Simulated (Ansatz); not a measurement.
# Cl on Si(111): dipole against coverage (PBE)

Does each added Cl group shift the ionisation potential of Si(111) by the same amount?

All values are computed: Ansatz 0.2.0, PBE, plane waves, scalar-relativistic unless marked; slabs or sheets with vacuum, the vacuum level from the planar mean of the electrostatic potential.

| groups in the 2×2 cell | upper less lower face (eV) | dipole a group, less that of H (D) |
| --- | --- | --- |
| 1 | +0.52 | -0.70 |
| 2 | +0.83 | -0.56 |
| 3 | +1.03 | -0.47 |
| 4 | +1.17 | -0.40 |

If dipoles simply added, 4 groups would give 4/1 × +0.52 = +2.08 eV; the run gives +1.17 eV, 56 % of that. Parallel dipoles sit in each other's field, which opposes them, so each shrinks as the layer fills.

Dipoles by ΔΦ = −μ/(ε₀A), with μ the dipole of one cell along the outward normal; in working units μ (D) = −ΔΦ (eV) × A (Å²) / 37.7.
